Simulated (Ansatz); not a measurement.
# How fast states decay through LuScS2F2, part 2 of 2

Wanted: the relaxed cell of LuScS2F2, its band edges and its decay constants. It is built by putting Sc for part of the Lu in the LuSF structure of space group R-3m, with the volume rescaled by atomic radii. The parent structure comes from the Materials Project.

Ansatz 0.2.0; LDA DFT, plane waves, PAW files (the session's first sound run).

So far, gap on path (eV): step 3 (band edges) 1.57.

The structure was built from a prototype and need not be the compound's stable phase.

## Step 6: Complex bands, plane (001)

The same for the (001) plane, at (0, 0), (0, -0.5) and (0.5, 0), to see how the decay depends on direction.

input.yaml

```yaml
crystal:
  lattice:
    - [3.767888082, 0.0, 0.0]
    - [1.883944041, 3.263086798, 0.0]
    - [1.883944041, 1.087695599, 8.036564732]
  atoms:
    - { symbol: Sc, position: [0.0, 0.0, 0.0] }
    - { symbol: Lu, position: [0.5, 0.5, 0.5] }
    - { symbol: S, position: [0.3893179722, 0.3893179722, 0.8320460834] }
    - { symbol: S, position: [0.6106820278, 0.6106820278, 0.1679539166] }
    - { symbol: F, position: [0.1851277561, 0.1851277561, 0.4446167317] }
    - { symbol: F, position: [0.8148722439, 0.8148722439, 0.5553832683] }
kpoints:
  mp_grid: { grid: [8, 8, 8] }
scf:
  occupations: { method: fixed }
hamiltonian:
  xc: lda
output:
  eigenvalues: true
  transmission:
    leads: [[0, 0]]
    kpoints: [[0.0, 0.0], [0.0, -0.5], [0.5, 0.0]]
    e_range: [-1.0, 2.57]
    de: 0.07
```

The run is started by

```
$ ansatz run input.yaml --threads 2 --pin off --max-ram 4096MiB --backend cpu --events-out ev --progress --plain --runs-dir out
```

It took 24 s on 2 threads of Arm Neoverse V2, shared host; peak memory 0.48 GiB; 34 s of CPU time.

Numbers from this step:

- decay constant at the filling level, zone centre: 0.2083 Å⁻¹
- decay constant at the filling level, slowest listed point: 0.2083 Å⁻¹

K parallel (0, 0); values up to 1.5 1/Å, a degenerate pair printed once or twice; energies at which all values exceed this have no row. Table of Im kz of the slowest decaying states by energy, zero at the highest filled level on the SCF mesh:

```
energy (eV)  decay 1 (Å⁻¹)  decay 2 (Å⁻¹)  decay 3 (Å⁻¹)  decay 4 (Å⁻¹)
     -1.000          0.366          0.950           1.10           1.48
     -0.790          0.341          0.929           1.10           1.42
     -0.580          0.300          0.907           1.10           1.38
     -0.370         0.0996          0.228          0.885           1.09
     -0.230          0.127          0.128          0.870           1.09
     -0.020          0.156          0.847           1.09           1.28
      0.190          0.177          0.217          0.823           1.09
      0.400          0.192          0.280          0.798           1.08
      0.610          0.203          0.314          0.773           1.08
      0.820          0.210          0.335          0.746           1.07
      1.030          0.214          0.347          0.718           1.07
      1.170          0.215          0.351          0.699           1.06
      1.380          0.214          0.352          0.669           1.05
      1.590          0.208          0.349          0.637           1.01
      1.800          0.197          0.339          0.604          0.958
      2.010          0.178          0.321          0.568          0.891
      2.220          0.146          0.274          0.531          0.785
      2.430         0.0728          0.492          0.494           1.02
```

K parallel (0, -0.5); values up to 1.5 1/Å, a degenerate pair printed once or twice; energies at which all values exceed this have no row. Table of Im kz of the slowest decaying states by energy, zero at the highest filled level on the SCF mesh:

```
energy (eV)  decay 1 (Å⁻¹)  decay 2 (Å⁻¹)  decay 3 (Å⁻¹)  decay 4 (Å⁻¹)
      -1.00          0.261          0.269          0.575          0.734
      -0.79          0.315          0.384          0.669           1.10
      -0.65          0.333          0.429          0.682           1.07
      -0.44          0.347          0.474          0.704           1.02
      -0.30          0.350          0.495          0.719          0.988
      -0.09          0.349          0.519          0.617          0.860
      -0.02          0.348          0.525          0.602          0.885
       0.05          0.346          0.530          0.591          0.905
       0.26          0.337          0.541          0.566          0.879
       0.40          0.328          0.546          0.555          0.859
       0.61          0.312          0.540          0.550          0.833
       0.82          0.290          0.528          0.549          0.809
       0.96          0.271          0.520          0.547          0.794
       1.17          0.233          0.508          0.541          0.771
       1.31          0.196          0.501          0.536          0.757
       1.52         0.0922          0.488          0.525          0.735
       1.66          0.480          0.516          0.720          0.982
       1.87          0.466          0.500          0.698          0.968
       2.01          0.137          0.456          0.488          0.682
       2.22          0.217          0.440          0.466          0.659
       2.36          0.250          0.428          0.450          0.642
       2.57          0.287          0.409          0.422          0.617
```

K parallel (0.5, 0); values up to 1.5 1/Å, a degenerate pair printed once or twice; energies at which all values exceed this have no row. Table of Im kz of the slowest decaying states by energy, zero at the highest filled level on the SCF mesh:

```
energy (eV)  decay 1 (Å⁻¹)  decay 2 (Å⁻¹)  decay 3 (Å⁻¹)  decay 4 (Å⁻¹)
      -1.00          0.261          0.269          0.575          0.734
      -0.86          0.301          0.355          0.663           1.11
      -0.72          0.325          0.408          0.675           1.08
      -0.58          0.339          0.446          0.689           1.05
      -0.44          0.347          0.474          0.704           1.02
      -0.30          0.350          0.495          0.719          0.988
      -0.16          0.350          0.512          0.637          0.827
      -0.02          0.348          0.525          0.602          0.885
       0.12          0.343          0.534          0.581          0.901
       0.26          0.337          0.541          0.566          0.879
       0.40          0.328          0.546          0.555          0.859
       0.54          0.318          0.545          0.549          0.841
       0.68          0.305          0.536          0.550          0.825
       0.89          0.281          0.524          0.548          0.801
       1.03          0.260          0.516          0.545          0.786
       1.17          0.233          0.508          0.541          0.771
       1.31          0.196          0.501          0.536          0.757
       1.45          0.140          0.492          0.529          0.742
       1.59          0.484          0.520          0.727          0.985
       1.73          0.475          0.511          0.713          0.978
       1.87          0.466          0.500          0.698          0.968
       2.01          0.137          0.456          0.488          0.682
       2.15          0.196          0.445          0.474          0.667
       2.29          0.235          0.434          0.459          0.650
       2.43          0.264          0.422          0.441          0.634
       2.57          0.287          0.409          0.422          0.617
```

At the listed wavevectors the last open channel is at -0.02 eV and the next at +1.59 eV on the grid. At +0.75 eV, the grid energy nearest the filling level (the middle of the gap on the SCF mesh), the slowest state at the listed wavevectors decays with κ = 0.208 Å⁻¹, its amplitude falling by e over 4.8 Å; the first such run, plane (101), gave 0.192 Å⁻¹.

## Step 7: Band edges at another level

This step: PBE DFT, plane waves, PAW files (Ansatz 0.2.0).

The edges again with PBE, at the same atoms.

input.yaml

```yaml
crystal:
  lattice:
    - [1.8839440412, 1.0876955993, 8.0365647322]
    - [-1.8839440412, 1.0876955993, 8.0365647322]
    - [0.0, -2.1753911987, 8.0365647322]
  atoms:
    - { symbol: Sc, position: [0.0, 0.0, 0.0] }
    - { symbol: Lu, position: [0.5, 0.5, 0.5] }
    - { symbol: S, position: [0.6106820278, 0.6106820278, 0.6106820278] }
    - { symbol: S, position: [0.3893179722, 0.3893179722, 0.3893179722] }
    - { symbol: F, position: [0.8148722439, 0.8148722439, 0.8148722439] }
    - { symbol: F, position: [0.1851277561, 0.1851277561, 0.1851277561] }
kpoints:
  mp_grid: { grid: [8, 8, 8] }
  band_path: { path: [VBM, CBM], npoints: 30 }
scf:
  occupations: { method: fixed }
hamiltonian:
  xc: pbe
output:
  eigenvalues: true
```

Run time: 14 s. Hardware: 2 threads; peak memory 0.49 GiB.

Numbers from this step:

* free energy: -20300.3687 eV
* Fermi energy: 9.149 eV
* gap on the k-mesh: 1.749 eV
* gap on path: 1.749 eV, by band count; negative where bands overlap
* direct gap on path: 2.490 eV

Electronic bands along the path, in eV, zero at the Fermi level (highest filled level under fixed occupations); v1 is the highest filled band, c1 the lowest empty one:

```
  point     v4     v3     v2     v1    c1    c2    c3    c4
    VBM  -1.98  -0.54   0.00   0.00  2.49  2.49  2.65  3.89
halfway  -1.81  -1.81  -0.69  -0.64  2.12  3.20  3.35  3.95
    CBM  -2.43  -1.69  -1.25  -1.11  1.75  3.47  3.54  4.10
```

The searched edges give 1.75 eV, as on the mesh.

Between step 3 and this run (PBE) the value for the gap on path moves from 1.57 eV to 1.75 eV.

## Step 8: Complex bands at another level

This step: PBE DFT, plane waves, PAW files; complex bands by layer matching along the plane's normal (Ansatz 0.2.0).

The complex bands at that level, over its own gap, at (0, 0) and (0, -0.5).

input.yaml

```yaml
crystal:
  lattice:
    - [3.767888082, 0.0, 0.0]
    - [1.883944041, 8.109836892, 0.0]
    - [1.883944041, -0.437646922, 3.233604896]
  atoms:
    - { symbol: Sc, position: [0.0, 0.0, 0.0] }
    - { symbol: Lu, position: [0.0, 0.5, 0.5] }
    - { symbol: S, position: [0.7786359444, 0.8320460834, 0.6106820278] }
    - { symbol: S, position: [0.2213640556, 0.1679539166, 0.3893179722] }
    - { symbol: F, position: [0.3702555122, 0.4446167317, 0.8148722439] }
    - { symbol: F, position: [0.6297444878, 0.5553832683, 0.1851277561] }
kpoints:
  mp_grid: { grid: [8, 8, 8] }
scf:
  occupations: { method: fixed }
hamiltonian:
  xc: pbe
output:
  eigenvalues: true
  transmission:
    leads: [[0, 0]]
    kpoints: [[0.0, 0.0], [0.0, -0.5]]
    e_range: [-1.0, 2.75]
    de: 0.09
```

Elapsed: 62 s, on 2 threads; peak memory 0.83 GiB; 1.7 min of CPU time.

This step gave:

```yaml
level_to_which_the_leads_are_filled: 0.8746 eV from the Fermi level
decay_constant_at_the_filling_level_zone_centre: 0.2072 Å⁻¹
decay_constant_at_the_filling_level_slowest_listed_point: 0.2072 Å⁻¹
```

K parallel (0, 0); values up to 1.5 1/Å, a degenerate pair printed once or twice; energies at which all values exceed this have no row. Table of Im kz of the slowest decaying states by energy, zero at the highest filled level on the SCF mesh:

```
energy (eV)  decay 1 (Å⁻¹)  decay 2 (Å⁻¹)  decay 3 (Å⁻¹)  decay 4 (Å⁻¹)
      -1.00          0.255          0.533          0.577          0.603
      -0.82          0.228          0.540          0.582          0.602
      -0.64          0.162          0.547          0.586          0.600
      -0.46         0.0146          0.553          0.590          0.597
      -0.28          0.196          0.561          0.592          0.593
      -0.10          0.264          0.575          0.579          0.595
      -0.01          0.288          0.577          0.596          0.888
       0.08         0.0723          0.122          0.308          0.577
       0.26          0.126          0.207          0.341          0.576
       0.44          0.159          0.255          0.365          0.574
       0.62          0.183          0.285          0.385          0.571
       0.80          0.200          0.305          0.400          0.566
       1.07          0.218          0.320          0.417          0.557
       1.25          0.226          0.322          0.425          0.549
       1.43          0.230          0.318          0.430          0.537
       1.61          0.231          0.308          0.433          0.518
       1.79          0.227          0.291          0.434          0.467
       1.97          0.218          0.265          0.290          0.431
       2.15          0.201          0.227          0.426          0.523
       2.33          0.165          0.165          0.418          0.510
       2.51         0.0649          0.408          0.480          0.519
       2.69          0.271          0.397          0.434          0.513
```

K parallel (0, 0). The Re kz of states that move upwards by energy, zero at the highest filled level on the SCF mesh:

```
energy (eV)  channel 1 (Å⁻¹)  channel 2 (Å⁻¹)  channel 3 (Å⁻¹)
      -1.00           -0.678           -0.664           -0.306
      -0.82           -0.599           -0.542           -0.268
      -0.64           -0.507           -0.442           -0.229
      -0.46           -0.350           -0.349                -
      -0.28           -0.256           -0.144                -
      -0.10           -0.144          -0.0833                -
      -0.01          -0.0442          -0.0259                -
       0.08                -                -                -
       0.26                -                -                -
       0.44                -                -                -
       0.62                -                -                -
       0.80                -                -                -
       0.89                -                -                -
       1.07                -                -                -
       1.25                -                -                -
       1.43                -                -                -
       1.61                -                -                -
       1.79                -                -                -
       1.97                -                -                -
       2.15           -0.673                -                -
       2.33           -0.421                -                -
       2.51           0.0627                -                -
       2.69            0.105            0.212                -
```

K parallel (0, -0.5); values up to 1.5 1/Å, a degenerate pair printed once or twice; energies at which all values exceed this have no row. The Im kz of the slowest decaying states by energy, zero at the highest filled level on the SCF mesh:

```
energy (eV)  decay 1 (Å⁻¹)  decay 2 (Å⁻¹)  decay 3 (Å⁻¹)  decay 4 (Å⁻¹)
      -1.00          0.186          0.356          0.530          0.604
      -0.82          0.269          0.394          0.540          0.610
      -0.73          0.297          0.408          0.544          0.613
      -0.55          0.340          0.428          0.551          0.618
      -0.37          0.373          0.443          0.557          0.623
      -0.28          0.388          0.449          0.559          0.624
      -0.10         0.0718          0.120          0.412          0.458
      -0.01          0.110          0.180          0.423          0.461
       0.17          0.157          0.250          0.441          0.466
       0.35          0.188          0.291          0.457          0.469
       0.44          0.201          0.307          0.463          0.469
       0.62          0.222          0.329          0.468          0.475
       0.80          0.237          0.342          0.462          0.484
       0.89          0.244          0.347          0.457          0.487
       1.07          0.254          0.351          0.439          0.491
       1.25          0.261          0.349          0.405          0.492
       1.34          0.264          0.346          0.378          0.491
       1.52          0.266          0.299          0.336          0.487
       1.70          0.145          0.265          0.319          0.478
       1.79          0.263          0.309          0.473          0.481
       1.97          0.255          0.280          0.458          0.473
       2.06          0.249          0.262          0.450          0.468
       2.24          0.213          0.229          0.429          0.458
       2.42          0.128          0.181          0.403          0.446
       2.51         0.0215          0.389          0.440          0.619
       2.69          0.211          0.366          0.424          0.616
```

K parallel (0, -0.5). The Re kz of states that move upwards by energy, zero at the highest filled level on the SCF mesh:

```
energy (eV)  channel 1 (Å⁻¹)  channel 2 (Å⁻¹)
      -1.00           -0.740           -0.359
      -0.91           -0.650           -0.336
      -0.82           -0.578           -0.313
      -0.73           -0.516           -0.291
      -0.64           -0.458           -0.267
      -0.46           -0.348           -0.217
      -0.37           -0.290           -0.187
      -0.28           -0.225           -0.152
      -0.19           -0.131          -0.0989
      -0.10                -                -
      -0.01                -                -
       0.08                -                -
       0.17                -                -
       0.26                -                -
       0.44                -                -
       0.53                -                -
       0.62                -                -
       0.71                -                -
       0.80                -                -
       0.89                -                -
       0.98                -                -
       1.07                -                -
       1.16                -                -
       1.25                -                -
       1.43                -                -
       1.52                -                -
       1.61                -                -
       1.70                -                -
       1.79           -0.890                -
       1.88           -0.779                -
       1.97           -0.700                -
       2.06           -0.632                -
       2.15           -0.568                -
       2.33           -0.436                -
       2.42           -0.353                -
       2.51          -0.0301                -
       2.60           0.0860                -
       2.69            0.148                -
```

At the listed wavevectors the last open channel is at -0.01 eV and the next at +1.79 eV on the grid. At +0.89 eV, the grid energy nearest the filling level (the middle of the gap on the SCF mesh), the slowest state at the listed wavevectors decays with κ = 0.207 Å⁻¹, its amplitude falling by e over 4.8 Å; the first such run, plane (101), gave 0.192 Å⁻¹.

## Step 9: Results

* band gap: 1.57 eV
* least decay constant at mid-gap, normal to (101): 0.192 Å⁻¹
* least decay constant at mid-gap, normal to (001): 0.208 Å⁻¹
* least decay constant on a mesh, normal to (101): 0.191 Å⁻¹
* least decay constant, PBE: 0.207 Å⁻¹

In words: With LDA, the slowest decay at the wavevectors tried is κ = 0.192 Å⁻¹, normal to (101). Through such a film the transmission near mid-gap falls as exp(−2κd), a factor of ten every 6.0 Å. The directions tried decay at nearly the same rate. A free electron under a barrier of half the gap would need a mass of 0.18 mₑ to decay at this rate. With PBE the gap goes from 1.57 to 1.75 eV and the decay constant, over the first 2 listed wavevectors, from 0.192 to 0.207 Å⁻¹. The compound is made up by substitution; its stability against other phases and against distortions of the cell's symmetry was not tested. A semilocal functional narrows gaps, so real decay constants are likely larger.

[Logs are printed without paths, hosts, clocks, repeated set-up lines and the standing remarks that a program may print on its own settings, such as how far it seeks lower states.]

[Hosts, paths, dates, database ids (printed as entryN), source tags and the programs' standing remarks are cut or masked in the printed files.]
